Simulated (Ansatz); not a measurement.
Consider GaAs (F-43m).

```
Ga As
1.0
     0.00000    2.82685    2.82685
     2.82685    0.00000    2.82685
     2.82685    2.82685    0.00000
Ga As
1 1
Direct
  0.00000 0.00000 0.00000
  0.25000 0.25000 0.25000
```

The cell and positions come from the Crystallography Open Database and are kept as given unless a step says otherwise. PAW set soft_1, made with PBE.

Gaps computed with Ansatz 0.2.0 without a self-energy: LDA 0.29 eV, PBE 0.52 eV, r2SCAN 1.02 eV and HSE06 1.47 eV.

**Question.** Estimate the G0W0@PBE gap with 6×6×6 mesh, 290 empty bands, screening to 200 eV, default PAW files.

About 1.20 eV: on its mesh the run moves the gap from 0.52 eV by +0.68 eV. Among the scalar-relativistic levels given, r2SCAN is nearest (−0.18 eV). Bands and cutoff are finite, so the gap is not at the basis limit. The miss can reach some tenths of an eV and take either sign; the mesh is an error of its own. The 6×6×6 mesh is coarse for this cell (its supercell is 24 Å along the shortest edge). The RPA ε∞ on it, from the PBE start, is 50.14; such meshes misread the long-range screening, most where the gap is narrow. The RPA ε∞ on this mesh reaches over 25; with a narrow direct gap a coarse mesh can overstate it, and the correction is then too small. The many-body steps are scalar-relativistic: spin-orbit coupling is not in them.

[Paths, hosts, dates, memory and timing lines, banners, echoed tables and standing remarks are left out of the program output.]

[Logs are printed without paths, hosts, clocks, repeated set-up lines and the standing remarks that a program may print on its own settings, such as how far it seeks lower states.]

[Runs of the session that timed out or met a known fault of the program may be left out.]

[Cells called generated may have been cut or substituted from an entry of the Crystallography Open Database or the Materials Project.]

[Hosts, paths, dates, database ids (printed as entryN), source tags and the programs' standing remarks are cut or masked in the printed files.]
